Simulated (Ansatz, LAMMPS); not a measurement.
# Squeezing and shearing glassy 32SiO2-46B2O3-11MgO-11CaO (mol %) (137 atoms): runs compared

How stiff is glassy 32SiO2-46B2O3-11MgO-11CaO (mol %) (137 atoms), and how do its levels respond to strain?

Computed with Ansatz 0.2.0: Kohn-Sham DFT, PBE, PAW (set soft_2), plane waves.

### 1. The cell as built

The cell holds 137 atoms: 12 Si, 34 B, 4 Mg, 4 Ca and 83 O. Cell: a = 11.463 Å, b = 11.463 Å, c = 11.463 Å, α = 90.0°, β = 90.0°, γ = 90.0°. 137 atoms (12 Si, 34 B, 4 Mg, 4 Ca, 83 O) placed at random at 2.18 g/cm³, melted at 3000 K for 20 ps at fixed volume with the Buckingham and Coulomb pair potential of Guillot and Sator (Geochim. Cosmochim. Acta 71, 1249 (2007)) with the boron terms of Wang et al. (J. Non-Cryst. Solids 498, 294 (2018)). Quenched from 3000 K to 300 K at 100 K/ps and fixed volume, held 10 ps at zero pressure.

What the set-up can't give: The quench rate of 100 K/ps far exceeds what a furnace or splat quench reaches, so expect more defects and frozen-in strain than in a real sample. The network of bonds at the start is that of the classical potential that made the cell, and needn't be the one that DFT or experiment would give. Sampling is at Γ alone.

### 2. The reference run

The reference is a single point at the end of the relaxation.

Every strained cell starts from the geometry of this run, and its atoms are relaxed with the cell held.

Its input, with most atom lines left out:

```yaml
crystal:
  lattice:
    - [11.67418, -0.13692, 0.15958]
    - [-0.13692, 11.48414, 0.01862]
    - [0.15958, 0.01862, 11.79384]
  atoms:
    - { symbol: Si, position: [0.16597, 0.56231, 0.83154] }
    - { symbol: Si, position: [0.14543, 0.0283, 0.1765] }
    - { symbol: Si, position: [0.5372, 0.41492, 0.70849] }
    - { symbol: Si, position: [0.0275, 0.99363, 0.62032] }
    - { symbol: Si, position: [0.39487, 0.94693, 0.4237] }
    - { symbol: Si, position: [0.18597, 0.8184, 0.73001] }
    - { symbol: Si, position: [0.04126, 0.69579, 0.15578] }
    [... atom lines 8 to 137 left out ...]
kpoints:
  mp_grid: { grid: [1, 1, 1] }
hamiltonian:
  xc: pbe
scf:
  occupations: { method: fixed }
output:
  forces: true
  stress: true
  populations: true
  dos:
    method: { smearing: { sigma: 0.15 } }
    de: 0.1
    projected: { site_lists: { B: [B], Ca: [Ca], Mg: [Mg], O: [O], Si: [Si] } }
  eigenvalues: true
  write_density: true
  write_potential: true
  volumetric_format: npy
```

* free energy per atom: -548.3596 eV/atom
* r.m.s. force component: 0.00437 eV/Å
* pressure: -0.0003499 GPa

Filled and empty levels are parted by 4.12 eV (at Γ alone); a semilocal functional tends to put such gaps too low. In a disordered cell it changes from sample to sample, and tail or defect levels can set it.

### 3. The runs

Each row is one run, on 4 threads of Intel Xeon Platinum 8488C (Sapphire Rapids), shared host. The free energy is the program's total, comparable only between runs with the same functional, potentials and atoms.

```csv
run,atoms,outcome,"ionic steps, all passes",free energy (eV),time,host memory (GiB)
Single point at the start,137,converged,-,-75110.276,17 s,2.2
Cell and atoms relaxed,137,converged,38,-75125.261,7.2 min,2.3
Single point at the relaxed geometry,137,converged,-,-75125.261,24 s,2.5
Volume -3 %,137,converged,8,-75124.983,2.1 min,2.4
Volume +3 %,137,converged,11,-75125.016,3 min,2.5
Volume -6 %,137,converged,12,-75124.163,3.2 min,2.4
Volume +6 %,137,converged,12,-75124.321,3.4 min,2.6
Volume -10 %,137,converged,19,-75122.226,4.7 min,2.3
Stretched by 1 % along x,137,converged,7,-75125.224,1.7 min,2.5
Compressed by 1 % along x,137,converged,9,-75125.217,2.4 min,2.4
Sheared by 2 % in xy,137,converged,7,-75125.177,1.9 min,2.4
```

In some runs the program notes that the SCF threshold is loose for the stress.

### 4. Pressure against volume

Atoms are relaxed at each volume, in the scaled cell.

| volume change (%) | volume (Å³/atom) | energy change (meV/atom) | pressure (GPa) | largest move on relaxing (Å) | bonds | gap (eV) |
| --- | --- | --- | --- | --- | --- | --- |
| -10 | 10.384 | 22.16 | 6.39 | 0.61 | 209 | 4.25 |
| -6 | 10.845 | 8.02 | 3.80 | 0.28 | 208 | 4.22 |
| -3 | 11.192 | 2.04 | 1.83 | 0.13 | 204 | 4.17 |
| +0 | 11.538 | 0.00 | 0.00 | - | 203 | 4.12 |
| +3 | 11.884 | 1.79 | -1.63 | 0.13 | 203 | 4.05 |
| +6 | 12.230 | 6.87 | -3.02 | 0.30 | 201 | 3.97 |

### 5. Uniaxial strain and shear

Stress (GPa, compression positive) less that of the relaxed cell, atoms relaxed:

```csv
strain,xx,yy,zz,xy,energy change (meV/atom)
stretched by 1 % along x,-0.833,-0.373,-0.319,-0.095,0.27
compressed by 1 % along x,0.848,0.370,0.358,0.090,0.32
sheared by 2 % in xy,-0.181,-0.299,-0.056,-0.828,0.62
```

### 6. What came out

The bulk modulus, from the slope of pressure against ln V over the three points nearest the relaxed volume, is 57.7 GPa; between neighbouring points the slope runs 60, 63, 60, 55 and 48 GPa from the smallest volume up, without a steady fall, so no pressure derivative is given. The count of bonds runs from 201 to 209 over the series, so at some points contacts cross the cutoffs. At -10 % some atom moved by over 0.5 Å on relaxing, so that point may sit in another local minimum. The gap goes from 4.25 eV at the smallest volume to 3.97 eV at the largest, -1.7 eV per unit of ln V by a straight line, on the run's k-points. In the Cartesian axes of the cell, finite differences give C11 = 84.1, C12 = 37.1, C13 = 33.8 and C66 = 41.4 GPa (the shear of 2 % is the engineering strain, εxy = 0.01). The mean of C11, C12 and C13, which equals the bulk modulus in a cubic or isotropic solid, is 51.7 GPa: it lies 10 % under the bulk modulus from the volumes. For an isotropic solid C66 would equal (C11 − C12)/2 = 23.5 GPa; so small a sample needn't be isotropic, and C66 rests on one shear. The two differ too much for isotropic moduli to be formed.

Caveats: Strains are finite and relaxations stop at the force tolerance of the input, which can leave moduli too stiff; they are those of a static cell at zero temperature. Volumes are changed with the cell's shape held, so in an anisotropic solid the modulus lies over the one under free hydrostatic load. The program notes that the SCF threshold of the relaxations is loose for the stress.

The DFT runs together took 30 min of wall time.

[Logs are printed without paths, hosts, clocks, repeated set-up lines and the standing remarks that a program may print on its own settings, such as how far it seeks lower states.]

[Hosts, paths, dates, database ids (printed as entryN), source tags and the programs' standing remarks are cut or masked in the printed files.]
